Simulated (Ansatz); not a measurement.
## LiZnF3 (model cell, started as cubic perovskite with Zn in the octahedra): following an unstable mode

Wanted: the energy along a soft mode of LiZnF3 (model cell, started as cubic perovskite with Zn in the octahedra) and the structure at the end.

Calculated with Ansatz 0.2.0; DFT PBEsol, scalar-relativistic, plane waves, PAW; PAW set soft_1.

This is a report of a sequence of runs, with most program output left out.

The structure was built from a prototype and need not be the compound's stable phase.

### Step 1. The structure

Symmetry: Pm-3m, No. 221, cubic system. Conventional cell: a = 3.968 Å, b = 3.968 Å, c = 3.968 Å, α = 90.00°, β = 90.00°, γ = 90.00°. Li has 12 F at 2.81 Å nearest. Zn has 6 F at 1.98 Å nearest. F has 2 Zn at 1.98 Å nearest. Farther neighbours and most contacts between anions are not listed.

As a file:

```cif
data_structure
_symmetry_space_group_name_H-M 'P 1'
_symmetry_Int_Tables_number 1
_cell_length_a 3.9677
_cell_length_b 3.9677
_cell_length_c 3.9677
_cell_angle_alpha 90.000
_cell_angle_beta 90.000
_cell_angle_gamma 90.000
_cell_volume 62.46
loop_
_atom_site_label
_atom_site_type_symbol
_atom_site_fract_x
_atom_site_fract_y
_atom_site_fract_z
_atom_site_occupancy
Li1 Li 0.00000 0.00000 0.00000 1
Zn2 Zn 0.50000 0.50000 0.50000 1
F3 F 0.50000 0.50000 0.00000 1
F4 F 0.50000 0.00000 0.50000 1
F5 F 0.00000 0.50000 0.50000 1
```

### Step 2. Response at finite wavevector

The cell comes from relaxations at this level that are not shown. Stability and thermal properties need the whole zone. Linear response on a 4×4×4 q mesh gives force constants as far as a supercell of that size would, and the tensors from the zone-centre run are typed in so that the long-range dipole term is interpolated apart.

Contents of input.yaml:

```yaml
crystal:
  lattice:
    - [3.9677040432, 0.0, 0.0]
    - [0.0, 3.9677040432, 0.0]
    - [0.0, 0.0, 3.9677040432]
  atoms:
    - { symbol: Li, position: [0.0, 0.0, 0.0] }
    - { symbol: Zn, position: [0.5, 0.5, 0.5] }
    - { symbol: F, position: [0.5, 0.5, 0.0] }
    - { symbol: F, position: [0.5, 0.0, 0.5] }
    - { symbol: F, position: [0.0, 0.5, 0.5] }
kpoints:
  mp_grid: { grid: [8, 8, 8] }
hamiltonian:
  xc: pbesol
  pseudopotentials: { kind: paw, azcp: { folder: soft_1 }, xc_functional: pbe }
scf:
  occupations: { method: fixed }
output:
  eigenvalues: true
phonons:
  method: dfpt
  qmesh: [4, 4, 4]
  temperatures: { t_max: 1000, t_step: 50 }
  qpath:
    path:
      - [[0.0, 0.0, 0.0], [0.0, 0.5, 0.0], [0.5, 0.5, 0.0], [0.0, 0.0, 0.0], [0.5, 0.5, 0.5], [0.0, 0.5, 0.0]]
      - [[0.5, 0.5, 0.5], [0.5, 0.5, 0.0]]
    npoints: 10
  non_analytic_term:
    high_frequency_dielectric_tensor: [[2.29, 0.0, 0.0], [0.0, 2.29, 0.0], [0.0, 0.0, 2.29]]
    born_effective_charges:
      - { species: Li, tensor: [[1.2076, 0.0, 0.0], [0.0, 1.2076, 0.0], [0.0, 0.0, 1.2076]] }
      - { species: Zn, tensor: [[2.2074, 0.0, 0.0], [0.0, 2.2074, 0.0], [0.0, 0.0, 2.2074]] }
      - { species: F, tensor: [[-0.8576, 0.0, 0.0], [0.0, -0.8576, 0.0], [0.0, 0.0, -1.6999]] }
      - { species: F, tensor: [[-0.8576, 0.0, 0.0], [0.0, -1.6999, 0.0], [0.0, 0.0, -0.8576]] }
      - { species: F, tensor: [[-1.6999, 0.0, 0.0], [0.0, -0.8576, 0.0], [0.0, 0.0, -0.8576]] }
    source: "zone-centre run at this cell"
```

On the command line:

```
$ ansatz run input.yaml --threads 4 --pin off --max-ram 16384MiB --backend cpu --events-out ev --progress --plain --runs-dir out
```

It took 6.4 min on 4 threads of Intel Xeon Platinum 8375C at 2.90GHz (Ice Lake), shared host; peak memory 2 GiB; 24 min of CPU time.

This step gave:

| Quantity | Value |
| --- | --- |
| gap on the k-mesh | 3.080 eV |
| volume per atom | 12.49 Å³ |
| sum-rule residual before enforcement | 2.63e-4 eV/Å² |
| lowest frequency on the path | -231.1 cm⁻¹ |
| point group | m-3m |
| highest frequency on the path or at a solved wavevector | 578.8 cm⁻¹ |
| highest optical mode at the zone centre (no LO-TO term) | 489.0 cm⁻¹ |
| lowest optical zone-centre mode | -231.1 cm⁻¹ |
| lowest mode on the q mesh (acoustic modes at Γ apart) | -231.1 cm⁻¹ |

Frequencies (cm⁻¹) solved at each irreducible wavevector; negative means imaginary. Frequencies by wavevector, by row:

```csv
q in reciprocal lattice units,star,mode 1,mode 2,mode 3,mode 4,mode 13,mode 14,mode 15
0 0 0,1,-231.1,-231.1,-231.1,-40.2,489,489,489
0 0 0.25,6,-223.7,-223.7,-45.5,-45.5,487.6,487.6,549
0 0 -0.5,3,-215.3,-215.3,-58.9,-58.9,486.1,486.1,520.2
0 0.25 0.25,12,-220.2,-214.8,-118.6,-103.2,433.4,486.2,559.9
0 0.25 -0.5,12,-212.6,-204,-158.3,-122.1,405.1,484.8,548.3
0 -0.5 -0.5,3,-208.1,-208.1,-189.2,-161.1,350.4,483.6,545.7
0.25 0.25 0.25,8,-219.1,-219.1,-123.9,-116.7,431.9,431.9,572.5
0.25 0.25 -0.5,12,-218.2,-201.1,-184.2,-134.4,391.1,430.3,568.9
0.25 -0.5 -0.5,6,-212.2,-212.2,-206.7,-161.5,350.1,412.8,571.6
-0.5 -0.5 -0.5,1,-220.2,-220.2,-220.2,-161.8,349.8,349.8,578.8
```

Interpolated from a 4×4×4 q mesh, with the LO-TO term (at Γ the limit along the path; where Γ stands inside the path, tables give the limit on arrival). Phonon branches along the path, in cm⁻¹:

```csv
point,branch 1,branch 2,branch 3,branch 4,branch 12,branch 13,branch 14,branch 15
Γ,-231,-231,-40,-40,239,489,489,571
halfway,-224,-224,-45,-45,255,488,488,549
X,-215,-215,-59,-59,291,486,486,520
halfway,-213,-204,-158,-122,300,405,485,548
M,-208,-208,-189,-161,310,350,484,546
halfway,-220,-215,-119,-103,270,433,486,560
Γ,-231,-231,-40,-40,239,489,489,571
halfway,-219,-219,-124,-117,280,432,432,572
R,-220,-220,-220,-162,264,350,350,579
halfway,-218,-201,-184,-134,296,391,430,569
X,-215,-215,-59,-59,291,486,486,520
jump to R,-220,-220,-220,-162,264,350,350,579
halfway,-212,-212,-207,-162,294,350,413,572
M,-208,-208,-189,-161,310,350,484,546
```

Symmetry leaves 10 wavevectors to solve. The lowest mode among them, the acoustic zeros apart, lies at Γ and is imaginary, 231.1i cm⁻¹, so the energy falls along it.

### Step 3. The mode frozen in, largest atomic shift 0 Å

The mode followed lies at Γ with frequency 231.1i cm⁻¹ and is 3-fold degenerate, the softest among the wavevectors solved. At small amplitude the distorted cell has space group no. 38 by a symmetry search on the positions. The undistorted cell that holds it gives the zero of energy on the same k mesh.

input.yaml, the sections that differ from step 2:

```yaml
scf:
  occupations: { method: gaussian, width: 0.02 }
output:
  forces: true
  stress: true
  eigenvalues: true
# crystal, kpoints, hamiltonian: as in step 2
# phonons: removed
```

Wall time 0.96 s (4 threads); peak memory 0.42 GiB.

This step gave:

```yaml
pressure: -0.006940 GPa
energy_from_the_undistorted_cell: 0 meV/atom
```

At this level the gap is 3.08 eV on the k-mesh of the self-consistent run, which can miss the band edges.

### Step 4. The mode frozen in, largest atomic shift 0.6 Å

The atoms are moved along the unstable eigenvector, the largest shift by 0.6 Å, with the cell fixed.

input.yaml, the sections that differ from step 3:

```yaml
crystal:
  lattice:
    - [3.9677040432, 0.0, 0.0]
    - [0.0, 3.9677040432, 0.0]
    - [0.0, 0.0, 3.9677040432]
  atoms:
    - { symbol: Li, position: [0.0, -0.1069293637, -0.1069293637] }
    - { symbol: Zn, position: [0.5, 0.4971842228, 0.4971842228] }
    - { symbol: F, position: [0.5, 0.5231613438, 0.0024280041] }
    - { symbol: F, position: [0.5, 0.0024280041, 0.5231613438] }
    - { symbol: F, position: [0.0, 0.5231613438, 0.5231613438] }
# kpoints, hamiltonian, scf, output: as in step 3
```

Elapsed: 3.9 s, on 4 threads; peak memory 0.52 GiB.

This step gave:

```
pressure                         : 0.5761 GPa
gap on the k-mesh                : 3.285 eV
energy from the undistorted cell : -52.25 meV/atom
```

The energy, extrapolated to zero smearing, is -52.25 meV/atom against the undistorted cell.

The run ends at a pressure of 0.58 GPa, with forces up to 0.50 eV/Å.

### Step 5. Energy along the mode, all amplitudes (two of the runs are shown above)

An imaginary frequency means negative curvature, so the energy should fall and then rise again as anharmonic terms take over.

This step gave:

```yaml
depth_at_the_lowest_point_sampled: 52.25 meV/atom
largest_atomic_shift_at_that_point: 0.6 Å
```

Table of energy from the parent by largest atomic shift:

```
largest atomic shift (Å)  energy from the parent (meV/atom)
                   0.000                                  0
                   0.040                             -0.276
                   0.080                              -1.10
                   0.140                              -3.36
                   0.220                              -8.21
                   0.320                              -17.0
                   0.450                              -32.2
                   0.600                              -52.3
```

Displacement at unit largest shift by atom:

| atom | x (Å) | y (Å) | z (Å) | size |
| --- | --- | --- | --- | --- |
| Li1 | 0.000 | -0.707 | -0.707 | 1.000 |
| Zn2 | 0.000 | -0.019 | -0.019 | 0.027 |
| F3 | 0.000 | 0.153 | 0.016 | 0.154 |
| F4 | 0.000 | 0.016 | 0.153 | 0.154 |
| F5 | 0.000 | 0.153 | 0.153 | 0.216 |

The lowest of the steps tried is the last one, at 0.6 Å, 52.3 meV/atom below the parent; the bottom of the well need not coincide with a step.

### Step 6. Relaxing from the distorted cell

Starting from the lowest point found, all atoms and the cell are let go, so that strain and other modes of the same symmetry can join in.

input.yaml, as its differences from that of step 4:

```diff
@@ -17,3 +17,3 @@
 scf:
-  occupations: { method: gaussian, width: 0.02 }
+  occupations: { method: fixed }
 output:
@@ -22 +22,10 @@
   eigenvalues: true
+  write_density: true
+  write_potential: true
+  elf: true
+  volumetric_format: npy
+relax:
+  adjacent_minimum: "off"
+  f_tol: 0.002
+  max_steps: 120
+  cell: { stress_tol: 0.03 }
```

Wall time 54 s (4 threads); peak memory 0.57 GiB; 3.5 min of CPU time.

Relaxation path:

```csv
step,energy less that of the first step (eV),largest force component (eV/Å),pressure (GPa),volume (Å³)
1,0.0000,0.3547,0.58,62.46
2,-0.0671,0.3105,0.04,63.04
3,-0.1292,0.2923,1.59,62.98
4,-0.1508,0.1146,-0.49,63.91
5,-0.1580,0.0815,-0.29,63.93
6,-0.1575,0.1649,-0.25,63.76
7,-0.1623,0.0110,0.08,63.69
8,-0.1625,0.0014,-0.01,63.77
9*,-0.1701,0.0029,0.18,63.77
10,-0.1703,0.0025,0.04,63.98
11,-0.1703,0.0011,0.00,64.02
12*,-0.1711,0.0011,0.01,64.02
13,-0.1711,0.0002,0.00,64.04
14*,-0.1712,0.0002,0.00,64.04
```

Relaxation steps marked * repeat the geometry before them on a plane-wave basis chosen anew for their cell, so energy and pressure can jump there. Relaxation step 6 was tried and not accepted.

The run keeps the 4 symmetry operations that it works with, so distortions that break them were not tested.

```csv
"conventional cell, symmetrised",before,after,change
a (Å),3.968,3.874,-2.4 %
b (Å),5.611,5.574,-0.7 %
c (Å),5.611,5.932,+5.7 %
volume (Å³/atom),12.49,12.81,+2.5 %
```

The atoms that moved most (Å, as changes of fractional coordinates times the final cell):

| atom | dx | dy | dz | length |
| --- | --- | --- | --- | --- |
| Li1 | 0.000 | -0.212 | -0.212 | 0.299 |
| F3 | 0.000 | 0.164 | 0.033 | 0.167 |
| F4 | 0.000 | 0.033 | 0.164 | 0.167 |
| F5 | 0.000 | 0.043 | 0.043 | 0.061 |
| Zn2 | 0.000 | -0.028 | -0.028 | 0.039 |

This step gave:

```yaml
pressure: -0.001579 GPa
gap_on_the_k_mesh: 3.607 eV
volume_per_atom: 12.81 Å³
```

Valence density in the ac plane at fractional y = 0.533, with atoms of Zn and F within 0.2 Å of it. It is the smooth field of the valence electrons, not physical close to the nuclei.

Ten steps, logarithmic in the rise over the least value, from '_' (0 e/Å³) to '@' (26 e/Å³), each cell a mean:
```
________::==**##**--..______
________..--==++==::..______
..________..::::::..______..
::::..____..........__....::
**++--....::------::..::--++
##**==::::==**##++--::::++##
%%##==::::++%%@@%%==::--++##
##**--::::++%%@@##==::::==**
----::....--++++==::....::--
....____....::--::..____....
________....::::::..________
________..::====--::..______
________::==**##**==..______
______..::++##%%##==::______
```
Columns run along a (3.9 Å), rows up along c (4.1 Å). Atoms in or near the plane, at fractional coordinates: Zn at (0.50, 0.49), F at (0.50, 0.01), F at (0.00, 0.53).

ELF in the ac plane at fractional y = 0.533, with atoms of Zn and F within 0.2 Å of it. It is the smooth field of the valence electrons, not physical close to the nuclei.

Ten even steps from '_' (0.00) to '@' (0.80), each cell a mean:
```
______==%%@@@@@@@@@@##::____
______..++%%@@@@@@##==..____
++==..__..--======::____::==
@@%%==..__........____::**%%
@@@@%%--..............==@@@@
##@@@@==..________....++@@%%
**%%@@==..__________..++@@%%
@@@@%%--..__________..==@@@@
@@@@**......______....::##@@
##++::____..........__..--**
::..____..----==--::..____..
______..++##@@@@%%##==..____
____..==%%@@@@%%@@@@##--____
____..++@@@@%%##@@@@%%==____
```
Columns run along a (3.9 Å), rows up along c (4.1 Å). Atoms in or near the plane, at fractional coordinates: Zn at (0.50, 0.49), F at (0.50, 0.01), F at (0.00, 0.53).

Electrostatic potential energy in the ac plane at fractional y = 0.533, with atoms of Zn and F within 0.2 Å of it. With pseudopotentials it is smooth inside the atoms' cores, unlike the true potential.

Values in eV, 14 rows by 14 columns, each cell a mean:
```
  7   7   7   8   6 -16 -32 -37 -30  -7   7   8   7   7
  7   7   7   7   7   0 -13 -19 -10   4   7   7   7   7
  6   6   7   7   6   5   5   4   5   6   7   7   7   6
  2   5   6   6   5   2  -1  -2   0   3   5   6   6   4
-28 -20  -1   4   0 -14 -26 -30 -23  -9   2   4  -7 -23
-42 -36 -15   1  -9 -32 -47 -50 -44 -24  -5   0 -23 -38
-44 -39 -18  -1 -17 -44 -55 -55 -54 -35 -11  -2 -27 -41
-36 -29  -8   1 -16 -42 -54 -55 -53 -33  -9   1 -15 -31
 -7  -1   5   4  -6 -25 -39 -44 -37 -19  -2   4   4  -3
  7   7   7   5   2  -7 -17 -20 -15  -3   3   6   7   7
  8   8   8   7   6   4   1   0   2   5   6   7   8   8
  8   8   8   8   7   1 -12 -17  -9   4   7   8   8   8
  7   7   8   8   5 -17 -34 -39 -32  -8   7   8   8   7
  7   7   8   8   3 -24 -39 -43 -37 -15   6   8   7   7
```
Columns run along a (3.9 Å; values clipped at the 3rd and 97th percentile), rows up along c (4.1 Å). Atoms in or near the plane, at fractional coordinates: Zn at (0.50, 0.49), F at (0.50, 0.01), F at (0.00, 0.53).

The distorted start has space group Amm2; the relaxation ends in Amm2.

### Step 7. The new phase in its own primitive cell

The relaxed structure is symmetrised, reduced to its primitive cell and relaxed tightly, as its phonons need.

Contents of input.yaml:

```yaml
crystal:
  lattice:
    - [3.8736410714, 0.0, 0.0]
    - [0.0, 2.7869355005, 2.9658017084]
    - [0.0, -2.7869355005, 2.9658017084]
  atoms:
    - { symbol: Li, position: [0.0, 0.8425913827, 0.8425913827] }
    - { symbol: Zn, position: [0.5, 0.4905410892, 0.4905410892] }
    - { symbol: F, position: [0.5, 0.5631584757, 0.0092168633] }
    - { symbol: F, position: [0.5, 0.0092168633, 0.5631584757] }
    - { symbol: F, position: [0.0, 0.53349774, 0.53349774] }
kpoints:
  mp_grid: { grid: [6, 6, 6] }
hamiltonian:
  xc: pbesol
  pseudopotentials: { kind: paw, azcp: { folder: soft_1 }, xc_functional: pbe }
scf:
  occupations: { method: fixed }
output:
  forces: true
  stress: true
  eigenvalues: true
relax:
  adjacent_minimum: "off"
  f_tol: 0.001
  max_steps: 60
  cell: { stress_tol: 0.01 }
```

It took 4.2 s on 4 threads; peak memory 0.51 GiB; 15 s of CPU time.

Little changed from the start: no atom moved by 0.005 Å and no cell edge by 0.1 %.

This step gave:

| Property | Result |
| --- | --- |
| pressure | -0.001960 GPa |
| direct gap on mesh | 4.783 eV |

The largest force component left is 0.25 meV/Å and the pressure is -0.002 GPa, within the tolerances set. The cell now holds 12.81 Å³/atom.

(Part 1 of 2 ends here.)

[Logs are printed without paths, hosts, clocks, repeated set-up lines and the standing remarks that a program may print on its own settings, such as how far it seeks lower states.]

[Hosts, paths, dates, database ids (printed as entryN), source tags and the programs' standing remarks are cut or masked in the printed files.]
